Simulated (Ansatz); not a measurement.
# What SrLiH3 (model cell, started as cubic perovskite with Sr in the octahedra) distorts into

Aim: this structure of SrLiH3 (model cell, started as cubic perovskite with Sr in the octahedra) is to be tested for unstable modes, and one is followed downhill.

Calculated with Ansatz 0.2.0; DFT PBEsol, scalar-relativistic, plane waves, PAW; PAW set soft_1.

The structure was built from a prototype and need not be the compound's stable phase.

**1. The structure**

The structure is cubic, space group Pm-3m (No. 221). The conventional cell has a = 4.592 Å, b = 4.592 Å, c = 4.592 Å, α = 90.00°, β = 90.00°, γ = 90.00°. Nearest to Li lie 12 H at 3.25 Å. Nearest to Sr lie 6 H at 2.30 Å. Nearest to H lie 2 Sr at 2.30 Å. Farther neighbours, and contacts between anions beyond the nearest, are not listed.

**2. Response at finite wavevector**

Stability and thermal properties need the whole zone. Linear response on a 4×4×4 q mesh gives force constants as far as a supercell of that size would, and the tensors from the zone-centre run are typed in so that the long-range dipole term is interpolated apart.

input.yaml

```yaml
crystal:
  lattice:
    - [4.5923518809, 0.0, 0.0]
    - [0.0, 4.5923518809, 0.0]
    - [0.0, 0.0, 4.5923518809]
  atoms:
    - { symbol: Li, position: [0.0, 0.0, 0.0] }
    - { symbol: Sr, position: [0.5, 0.5, 0.5] }
    - { symbol: H, position: [0.5, 0.5, 0.0] }
    - { symbol: H, position: [0.5, 0.0, 0.5] }
    - { symbol: H, position: [0.0, 0.5, 0.5] }
kpoints:
  mp_grid: { grid: [8, 8, 8] }
hamiltonian:
  xc: pbesol
  pseudopotentials: { kind: paw, azcp: { folder: soft_1 }, xc_functional: pbe }
scf:
  occupations: { method: fixed }
output:
  eigenvalues: true
phonons:
  method: dfpt
  qmesh: [4, 4, 4]
  temperatures: { t_max: 1000, t_step: 50 }
  qpath:
    path:
      - [[0.0, 0.0, 0.0], [0.0, 0.5, 0.0], [0.5, 0.5, 0.0], [0.0, 0.0, 0.0], [0.5, 0.5, 0.5], [0.0, 0.5, 0.0]]
      - [[0.5, 0.5, 0.5], [0.5, 0.5, 0.0]]
    npoints: 10
  non_analytic_term:
    high_frequency_dielectric_tensor: [[3.8413, 0.0, 0.0], [0.0, 3.8413, 0.0], [0.0, 0.0, 3.8413]]
    born_effective_charges:
      - { species: Li, tensor: [[1.4247, 0.0, 0.0], [0.0, 1.4247, 0.0], [0.0, 0.0, 1.4247]] }
      - { species: Sr, tensor: [[1.5962, 0.0, 0.0], [0.0, 1.5962, 0.0], [0.0, 0.0, 1.5962]] }
      - { species: H, tensor: [[-1.0174, 0.0, 0.0], [0.0, -1.0174, 0.0], [0.0, 0.0, -0.986]] }
      - { species: H, tensor: [[-1.0174, 0.0, 0.0], [0.0, -0.986, 0.0], [0.0, 0.0, -1.0174]] }
      - { species: H, tensor: [[-0.986, 0.0, 0.0], [0.0, -1.0174, 0.0], [0.0, 0.0, -1.0174]] }
    source: "zone-centre run at this cell"
```

The run is started by

```bash
$ ansatz run input.yaml --threads 8 --pin off --max-ram 16384MiB --backend cpu --events-out ev --progress --plain --runs-dir out
```

The program printed:

```text
Engine: ansatz 0.2.0, x86_64-unknown-linux-gnu
Pseudopotentials: kind: paw
Pseudopotential: Li, paw, valence charge 3, recommended cutoff 420 eV (normal), soft_1/Li.paw.azcp
Pseudopotential: Sr, paw, valence charge 10, recommended cutoff 420 eV (normal), soft_1/Sr.paw.azcp
Pseudopotential: H, paw, valence charge 1, recommended cutoff 420 eV (normal), soft_1/H.paw.azcp
Functional definition: PBEsol
  exchange = pbesol_x
  correlation = pbesol_c
Crystal: 5 atoms, lattice volume = 96.851 Å³
Basis set: ecut = 420 eV, 1863 PW (Γ), exchange–correlation on 64×64×64 points (8 copies of the dense FFT grid, shifted against one another)
Bands: 13, of which v1, the nominal top of the filled ones, is band 8 counted from 1 (7 counted from 0)
Symmetry: 48 space group operations
k-points: 35 of 512
Non-local potential: Li, projectors of the file, l = 0: 3, l = 1: 2, l = 2: 1
Non-local potential: Sr, projectors of the file, l = 0: 3, l = 1: 2, l = 2: 2
Non-local potential: H, projectors of the file, l = 0: 2, l = 1: 1
PAW form: soft (Blöchl's): semilocal exchange-correlation on the pseudo side does not see the compensation charge
PAW frozen core: Sr, regenerated for the run's functional, and the local potential with it (the file was generated under x = pbe(κ = 0.804, μ = 0.219515), c = pbe(β = 0.066725))
PAW one-centre angular grid: Li, 110 points (default); XC on 64 Gauss nodes
PAW one-centre angular grid: Sr, 110 points (default); XC on 64 Gauss nodes
PAW one-centre angular grid: H, 110 points (default); XC on 64 Gauss nodes
Initial density: superposition of atomic densities (chi_scale 0.1, normalization cell, long waves kept (reshape's long-wave potential 0.00 eV rms))
Initial wavefunctions: pseudopotential atomic-orbital guess
Functional: x = pbesol(κ = 0.804, μ = 0.123457), c = pbesol(β = 0.046)
SCF iter   1: F=—  HF=-3743.739632 eV  |F-HF|=—  |Δ(HF+E_count)|=         —  Δρ=5.12e-2  dr2=3.90e0  ethr=3.10e-3  ⟨swp⟩=5.8  Hψ=2712  notcnv=0  defer=47
preconditioner: auto → Resta (q_TF=auto, 2.021 Å⁻¹)  ε∞=2.8  [insulator: Δε(μ)=3.078 eV  Ē_g=6.814 eV  n_scr=18 (ndim 8)  ℏωp=9.2 eV  f_vac=0.000  ε∞_Penn≈2.8]
SCF iter   2: F=—  HF=-3742.616168 eV  |F-HF|=—  |Δ(HF+E_count)|=    1.12e0  Δρ=2.02e-2  dr2=8.79e-1  ethr=3.10e-3  ⟨swp⟩=2.4  Hψ=974  notcnv=0  defer=82
SCF iter   3: F=—  HF=-3742.338712 eV  |F-HF|=—  |Δ(HF+E_count)|=   2.77e-1  Δρ=4.52e-3  dr2=2.53e-2  ethr=3.10e-3  ⟨swp⟩=2.6  Hψ=676  notcnv=0  defer=84
SCF iter   4: F=—  HF=-3742.336237 eV  |F-HF|=—  |Δ(HF+E_count)|=   2.48e-3  Δρ=6.81e-4  dr2=1.30e-3  ethr=1.58e-4  ⟨swp⟩=3.1  Hψ=747  notcnv=0  defer=95
SCF iter   5: F=—  HF=-3742.336102 eV  |F-HF|=—  |Δ(HF+E_count)|=   1.35e-4  Δρ=2.07e-4  dr2=7.18e-5  ethr=8.11e-6  ⟨swp⟩=2.5  Hψ=659  notcnv=0  defer=93
SCF iter   6: F=—  HF=-3742.336107 eV  |F-HF|=—  |Δ(HF+E_count)|=   4.77e-6  Δρ=2.38e-5  dr2=6.60e-7  ethr=4.49e-7  ⟨swp⟩=2.0  Hψ=552  notcnv=0  defer=90
SCF iter   7: F=—  HF=-3742.336111 eV  |F-HF|=—  |Δ(HF+E_count)|=   4.70e-6  Δρ=6.12e-6  dr2=2.20e-8  ethr=4.13e-9  ⟨swp⟩=2.3  Hψ=697  notcnv=0  defer=87
SCF iter   8: F=—  HF=-3742.336111 eV  |F-HF|=—  |Δ(HF+E_count)|=   1.45e-9  Δρ=8.74e-7  dr2=4.14e-10  ethr=1.38e-10  ⟨swp⟩=2.3  Hψ=693  notcnv=0  defer=87
SCF iter   9: F=—  HF=-3742.336111 eV  |F-HF|=—  |Δ(HF+E_count)|=  1.18e-10  Δρ=1.59e-7  dr2=2.59e-11  ethr=2.59e-12  ⟨swp⟩=2.8  Hψ=749  notcnv=0  defer=87
SCF iter  10: F=-3742.336111 eV  HF=-3742.336111 eV  |F-HF|=9.09e-13  |Δ(HF+E_count)|=  1.18e-11  Δρ=3.32e-8  dr2=6.26e-13  ethr=1.00e-12  ⟨swp⟩=14.1  Hψ=3559  notcnv=0
SCF 1 converged in 10 iterations: F = -3742.336111 eV  dr2 = 6.26e-13
  greatest PAW one-centre occupation: 0.999 electrons in one spin orbital (limit 2), on the Li atom at site 0 (counted from 0), in its partial waves of l = 0
NSCF: frozen V_eff on 35 k-points
NSCF: frozen V_eff on 125 k-points
DFPT response loops at q = (0, 0, 0) (fractional): preconditioner auto → none (the input reference at scf.mixing.eps_inf says where Resta's filter doesn't serve); β = 0.50; Broyden in place of MSR1
NSCF: frozen V_eff on 400 k-points
DFPT response loops at q = (0, 0, 0.25) (fractional): preconditioner auto → Resta (q_TF=auto, 2.021 Å⁻¹)  ε∞=6.0 (no band partly filled); β = 1.00, the filter's whole step (`scf.mixing.beta` (0.50) is not read by the response loops at its default; to damp them type it under 1.00, their step now; it binds the ground state too); Broyden in place of MSR1
NSCF: frozen V_eff on 250 k-points
DFPT response loops at q = (0, 0, -0.5) (fractional): mixed as the last ones told, above
NSCF: frozen V_eff on 640 k-points
DFPT response loops at q = (0, 0.25, 0.25) (fractional): mixed as the last ones told, above
NSCF: frozen V_eff on 400 k-points
DFPT response loops at q = (0, 0.25, -0.5) (fractional): mixed as the last ones told, above
NSCF: frozen V_eff on 250 k-points
DFPT response loops at q = (0, -0.5, -0.5) (fractional): mixed as the last ones told, above
NSCF: frozen V_eff on 1024 k-points
DFPT response loops at q = (0.25, 0.25, 0.25) (fractional): mixed as the last ones told, above
NSCF: frozen V_eff on 640 k-points
DFPT response loops at q = (0.25, 0.25, -0.5) (fractional): mixed as the last ones told, above
NSCF: frozen V_eff on 400 k-points
DFPT response loops at q = (0.25, -0.5, -0.5) (fractional): mixed as the last ones told, above
NSCF: frozen V_eff on 250 k-points
DFPT response loops at q = (-0.5, -0.5, -0.5) (fractional): mixed as the last ones told, above
SCF converged after 10 iterations
Free energy (F): -3742.336111 eV
Harris-Foulkes:  -3742.336111 eV  (|F-HF|=9.09e-13)
Internal energy: -3742.336111 eV  (E = F + TS)
E sigma→0 (E₀):  -3742.336111 eV
Fermi energy:    0.738026 eV
--- Per-component energies (eV) ---
  E_band       = -243.462352
  E_kinetic    = 286.947527
  E_local      = -1053.219490  (includes V_loc(G=0)·N_el)
  E_nonlocal   = 216.412918
  E_hartree    = 283.489548
  E_xc         = -207.372334
  E_vxc        = -199.048531  (∫ρ·V_xc dr)
  E_paw        = -2664.141198  (= ΣΔE_a)
  E_vpaw       = -61.531470  (= ΣTr[D̂ρ^β])
  E_aug_tail   = -0.002412  (compensation charges beyond the density's cutoff)
  E_ewald      = -604.585018
  E_core_change = 0.134348  (= ΣΔE_core)
  E_smearing   = -0.000000  (= −TS)
  E_closure    = 0.000000  (closes the sum)
  Σ components = -3742.336111   (vs F -3742.336111, Δ=0.00e0)
--- Band table (eV; the first three rows and the last of 35) ---
  k-point 0: bands = [... 4 lower, -14.1250, -2.5123, -0.2674, -0.2674, 5.8806, 5.8806, 5.8806, 6.0263, ... 1 higher]
  k-point 1: bands = [... 4 lower, -14.1241, -2.4050, -0.2470, -0.2257, 5.1991, 5.7756, 5.7756, 6.6173, ... 1 higher]
  k-point 2: bands = [... 4 lower, -14.1221, -2.1250, -0.1966, -0.1523, 4.6703, 5.5500, 5.5500, 6.9602, ... 1 higher]
  k-point 34: bands = [... 4 lower, -14.2346, 0.7380, 0.7380, 0.7380, 3.0032, 3.0032, 3.0032, 5.1840, ... 1 higher]
--- Phonons (Γ-DFPT): 4 representative perturbations + reference (Σ response iterations 13) ---
  ASR residual: 4.126e-5 → 0.000e0 eV/Å²; symmetrization residual: 1.535e-7 eV/Å²
  ASR residual per site (eV/Å²): 4.96e-7 4.13e-5 7.34e-6 7.34e-6 7.34e-6
  Γ frequencies (cm⁻¹): -421.12 -421.12 -421.12 -419.01 -419.01 -419.01 0.00 0.00 0.00 241.57 241.57 241.57 1287.21 1287.21 1287.21
--- Phonons (arbitrary-q DFPT): 10 irreducible q on the 4×4×4 mesh ---
  q = [0.0000, 0.0000, 0.0000] (star 1, of the zone-centre solve; hermiticity 4.51e-8, symmetrization 1.10e-13): -421.12 -421.12 -421.12 -419.01 -419.01 -419.01 -0.00 -0.00 0.00 241.57 241.57 241.57 1287.21 1287.21 1287.21
  q = [0.0000, 0.0000, 0.2500] (star 6, 9 solved perturbations in 1560 linear systems a pass and spin channel, the states on 200 of 512 k-point pairs; hermiticity 8.69e-8, symmetrization 6.52e-14): -409.74 -409.74 -380.72 -380.72 -359.67 37.15 37.15 86.87 139.79 211.85 211.85 431.98 1286.85 1286.85 1351.29
  q = [0.0000, 0.0000, -0.5000] (star 3, 9 solved perturbations in 975 linear systems a pass and spin channel, the states on 125 of 512 k-point pairs; hermiticity 8.10e-8, symmetrization 4.15e-8): -396.83 -396.83 -346.99 -346.99 -295.08 71.30 71.30 115.64 161.84 174.44 174.44 452.35 1286.48 1286.48 1362.63
  q = [0.0000, 0.2500, 0.2500] (star 12, 9 solved perturbations in 2460 linear systems a pass and spin channel, the states on 320 of 512 k-point pairs; hermiticity 6.43e-8, symmetrization 2.33e-14): -478.14 -380.44 -370.62 -357.00 -308.48 37.05 88.19 96.70 171.66 216.97 307.44 451.07 1286.51 1296.26 1357.13
  q = [0.0000, 0.2500, -0.5000] (star 12, 15 solved perturbations on 200 of 512 k-point pairs; hermiticity 7.92e-8, symmetrization 5.82e-9): -495.16 -370.48 -340.79 -323.31 -319.46 68.22 94.91 102.03 120.89 305.34 321.36 472.63 1286.16 1299.07 1367.38
  q = [0.0000, -0.5000, -0.5000] (star 3, 9 solved perturbations in 975 linear systems a pass and spin channel, the states on 125 of 512 k-point pairs; hermiticity 5.47e-8, symmetrization 1.25e-9): -553.53 -361.66 -361.66 -282.15 -282.15 -136.41 64.15 123.99 123.99 378.49 378.49 488.24 1285.84 1306.65 1375.75
  q = [0.2500, 0.2500, 0.2500] (star 8, 4 solved perturbations in 1376 linear systems a pass and spin channel, the states on 512 of 512 k-point pairs; hermiticity 4.28e-8, symmetrization 5.30e-14): -491.81 -465.52 -465.52 -280.29 -280.29 -135.78 108.73 112.93 112.93 377.16 377.16 469.02 1295.73 1295.73 1362.99
  q = [0.2500, 0.2500, -0.5000] (star 12, 9 solved perturbations in 2460 linear systems a pass and spin channel, the states on 320 of 512 k-point pairs; hermiticity 1.21e-7, symmetrization 6.43e-8): -508.71 -478.74 -471.80 -294.20 -272.68 -173.14 109.92 118.21 146.65 416.65 426.41 491.12 1295.22 1300.40 1372.56
  q = [0.2500, -0.5000, -0.5000] (star 6, 9 solved perturbations in 1560 linear systems a pass and spin channel, the states on 200 of 512 k-point pairs; hermiticity 7.72e-8, symmetrization 4.02e-8): -556.65 -495.71 -495.71 -283.36 -283.36 -224.40 116.43 146.76 146.76 473.72 473.72 507.34 1296.70 1306.09 1380.84
  q = [-0.5000, -0.5000, -0.5000] (star 1, 4 solved perturbations in 350 linear systems a pass and spin channel, the states on 125 of 512 k-point pairs; hermiticity 5.76e-8, symmetrization 2.47e-8): -559.76 -559.76 -559.76 -280.45 -280.45 -280.45 149.25 149.25 149.25 522.64 522.64 522.64 1305.53 1305.53 1388.56
  sum rule: each row above includes the acoustic sum rule's correction from the zone centre's row sums; it moved no ω² by more than (1.41 cm⁻¹)²
  mesh force constants: q→R imaginary residual 8.35e-19; ASR residual 4.126e-5 → 0.000e0 eV/Å²; symmetrization residual 7.105e-15 eV/Å²
  interpolated dispersion: 63 rows × 15 modes
  density of states and harmonic sums: on the 16×16×16 q-mesh, interpolated from the force constants of a 4×4×4 supercell (with the dipole–dipole term of supplied tensors)
  largest difference from the sums on the solved wave vectors: F 1.22e-3 eV, S 4.67e-6 and C_V 2.72e-6 eV/K
  zero-point energy: 0.338391 eV/cell   skipped modes (ω ≤ 0): 917, of them read as no rigid motion or as one in doubt: 914 (5.555e0 modes/cell left out, lowest -559.76 cm⁻¹)   left out of the sums: 3.70e-1 of the cell's modes: C_V's classical limit lies that fraction below 3 k_B per atom; for a crystal, a wire or a layer, F and S can be off by more, and a phonons.interpolated_qmesh denser along its periods is the remedy for the sampling
```

Elapsed: 2.1 min, on 8 threads of Intel Xeon at 2.60GHz (Ice Lake), shared host; peak memory 1.5 GiB.

Numbers from this step:

| Quantity | Value |
| --- | --- |
| gap on the k-mesh | 1.663 eV |
| volume per atom | 19.37 Å³ |
| sum-rule residual before enforcement | 4.13e-5 eV/Å² |
| lowest frequency on the path | -559.8 cm⁻¹ |
| point group | m-3m |
| highest frequency on path, mesh or solved points | 1389 cm⁻¹ |
| highest optical mode at the zone centre (no LO-TO term) | 1287 cm⁻¹ |
| lowest optical zone-centre mode | -421.1 cm⁻¹ |
| lowest mode on the q mesh (acoustic modes at Γ apart) | -559.8 cm⁻¹ |

Frequencies (cm⁻¹) solved at each irreducible wavevector; negative means imaginary. Frequencies by wavevector, by row:

| q in reciprocal lattice units | star | mode 1 | mode 2 | mode 3 | mode 4 | mode 13 | mode 14 | mode 15 |
| --- | --- | --- | --- | --- | --- | --- | --- | --- |
| 0 0 0 | 1 | -421.1 | -421.1 | -421.1 | -419 | 1287 | 1287 | 1287 |
| 0 0 0.25 | 6 | -409.7 | -409.7 | -380.7 | -380.7 | 1287 | 1287 | 1351 |
| 0 0 -0.5 | 3 | -396.8 | -396.8 | -347 | -347 | 1286 | 1286 | 1363 |
| 0 0.25 0.25 | 12 | -478.1 | -380.4 | -370.6 | -357 | 1286 | 1296 | 1357 |
| 0 0.25 -0.5 | 12 | -495.2 | -370.5 | -340.8 | -323.3 | 1286 | 1299 | 1367 |
| 0 -0.5 -0.5 | 3 | -553.5 | -361.7 | -361.7 | -282.1 | 1286 | 1307 | 1376 |
| 0.25 0.25 0.25 | 8 | -491.8 | -465.5 | -465.5 | -280.3 | 1296 | 1296 | 1363 |
| 0.25 0.25 -0.5 | 12 | -508.7 | -478.7 | -471.8 | -294.2 | 1295 | 1300 | 1373 |
| 0.25 -0.5 -0.5 | 6 | -556.6 | -495.7 | -495.7 | -283.4 | 1297 | 1306 | 1381 |
| -0.5 -0.5 -0.5 | 1 | -559.8 | -559.8 | -559.8 | -280.4 | 1306 | 1306 | 1389 |

Interpolated from a 4×4×4 q mesh, with the LO-TO term (at Γ the limit along the path). Phonon branches along the path, in cm⁻¹:

| point | branch 1 | branch 2 | branch 3 | branch 4 | branch 12 | branch 13 | branch 14 | branch 15 |
| --- | --- | --- | --- | --- | --- | --- | --- | --- |
| Γ | -421 | -421 | -421 | -419 | 412 | 1287 | 1287 | 1341 |
| halfway | -410 | -410 | -381 | -381 | 432 | 1287 | 1287 | 1351 |
| X | -397 | -397 | -347 | -347 | 452 | 1286 | 1286 | 1363 |
| halfway | -495 | -370 | -341 | -323 | 473 | 1286 | 1299 | 1367 |
| M | -554 | -362 | -362 | -282 | 488 | 1286 | 1307 | 1376 |
| halfway | -478 | -380 | -371 | -357 | 451 | 1286 | 1296 | 1357 |
| Γ | -421 | -421 | -421 | -419 | 412 | 1287 | 1287 | 1341 |
| halfway | -492 | -466 | -466 | -280 | 469 | 1296 | 1296 | 1363 |
| R | -560 | -560 | -560 | -280 | 523 | 1306 | 1306 | 1389 |
| halfway | -509 | -479 | -472 | -294 | 491 | 1295 | 1300 | 1373 |
| X | -397 | -397 | -347 | -347 | 452 | 1286 | 1286 | 1363 |
| jump to R | -560 | -560 | -560 | -280 | 523 | 1306 | 1306 | 1389 |
| halfway | -557 | -496 | -496 | -283 | 507 | 1297 | 1306 | 1381 |
| M | -554 | -362 | -362 | -282 | 488 | 1286 | 1307 | 1376 |

Symmetry leaves 10 wavevectors to solve. The lowest mode among them, the acoustic zeros apart, lies at q = (-0.5, -0.5, -0.5) and is imaginary, 559.8i cm⁻¹, so the energy falls along it.

**3. The mode frozen in, largest atomic shift 0 Å**

The mode followed lies at q = (-0.5, -0.5, -0.5) with frequency 559.8i cm⁻¹ and is 3-fold degenerate, the softest among the wavevectors solved. At small amplitude the pattern taken leaves space group no. 167 by a symmetry search on the positions. The undistorted cell that holds it gives the zero of energy on the same k mesh.

System of this step: SrLiH3 (model cell, started as cubic perovskite with Sr in the octahedra). The structure is cubic, space group Pm-3m (No. 221). Conventional cell: a = 4.592 Å, b = 4.592 Å, c = 4.592 Å, α = 90.00°, β = 90.00°, γ = 90.00°. Nearest to Li lie 12 H at 3.25 Å. Nearest to Sr lie 6 H at 2.30 Å. H has 2 Sr at 2.30 Å nearest. Farther neighbours, and contacts between anions beyond the nearest, are not listed.

input.yaml

```yaml
crystal:
  lattice:
    - [4.5923518809, 4.5923518809, 0.0]
    - [4.5923518809, 0.0, 4.5923518809]
    - [4.5923518809, 0.0, -4.5923518809]
  atoms:
    - { symbol: Li, position: [0.0, 0.0, 0.0] }
    - { symbol: Li, position: [0.0, 0.5, 0.5] }
    - { symbol: Sr, position: [0.5, 0.25, 0.75] }
    - { symbol: Sr, position: [0.5, 0.75, 0.25] }
    - { symbol: H, position: [0.5, 0.0, 0.0] }
    - { symbol: H, position: [0.5, 0.5, 0.5] }
    - { symbol: H, position: [0.0, 0.5, 0.0] }
    - { symbol: H, position: [0.0, 0.0, 0.5] }
    - { symbol: H, position: [0.5, 0.0, 0.5] }
    - { symbol: H, position: [0.5, 0.5, 0.0] }
kpoints:
  mp_grid: { grid: [6, 6, 6] }
hamiltonian:
  xc: pbesol
  pseudopotentials: { kind: paw, azcp: { folder: soft_1 }, xc_functional: pbe }
scf:
  occupations: { method: gaussian, width: 0.02 }
output:
  forces: true
  stress: true
  eigenvalues: true
```

The program printed:

```text
[...]
Crystal: 10 atoms, lattice volume = 193.703 Å³
Basis set: ecut = 420 eV, 3767 PW (Γ), exchange–correlation on 90×90×90 points (8 copies of the dense FFT grid, shifted against one another)
Bands: 26, of which v1, the nominal top of the filled ones, is band 16 counted from 1 (15 counted from 0)
Symmetry: 96 space group operations
[...]
k-points: 16 of 216
[...]
k-point 0: bands = [... 12 lower, -0.2674, 0.7380, 0.7380, 0.7380, 3.0032, 3.0032, 3.0032, 5.1840, ... 4 higher]
  k-point 1: bands = [... 12 lower, -0.2224, 0.3545, 0.6306, 0.6306, 3.0902, 3.2039, 3.2039, 5.0230, ... 4 higher]
  k-point 2: bands = [... 12 lower, -0.0888, -0.0888, 0.3869, 0.3869, 3.2846, 3.7374, 3.7374, 4.2144, ... 4 higher]
  k-point 15: bands = [... 12 lower, -0.0960, -0.0281, 0.1301, 0.1768, 2.8316, 3.8214, 5.4355, 5.5828, ... 4 higher]
[key lines of the parts left out:]
SCF converged after 8 iterations
Free energy (F): -7484.672230 eV
Fermi energy:    1.569586 eV
P = ⅓ Tr σ = -0.0024 GPa (-0.024 kbar)
```

Wall time 0.9 s (8 threads); peak memory 0.65 GiB.

Numbers from this step:

```
pressure                         : -0.002369 GPa
energy from the undistorted cell : 0 meV/atom
```

At this level the gap is 1.66 eV on the k-mesh of the self-consistent run, which can miss the band edges.

(Part 1 of 3 ends here.)

[Long decimals in the printed logs are rounded to 6 places.]

[Logs are printed without paths, hosts, clocks, repeated set-up lines and the standing remarks that a program may print on its own settings, such as how far it seeks lower states.]

[Hosts, paths, dates, database ids (printed as entryN), source tags and the programs' standing remarks are cut or masked in the printed files.]

[Where the starting crystal was built by hand or by swapping elements, it need not be the compound's stable phase.]
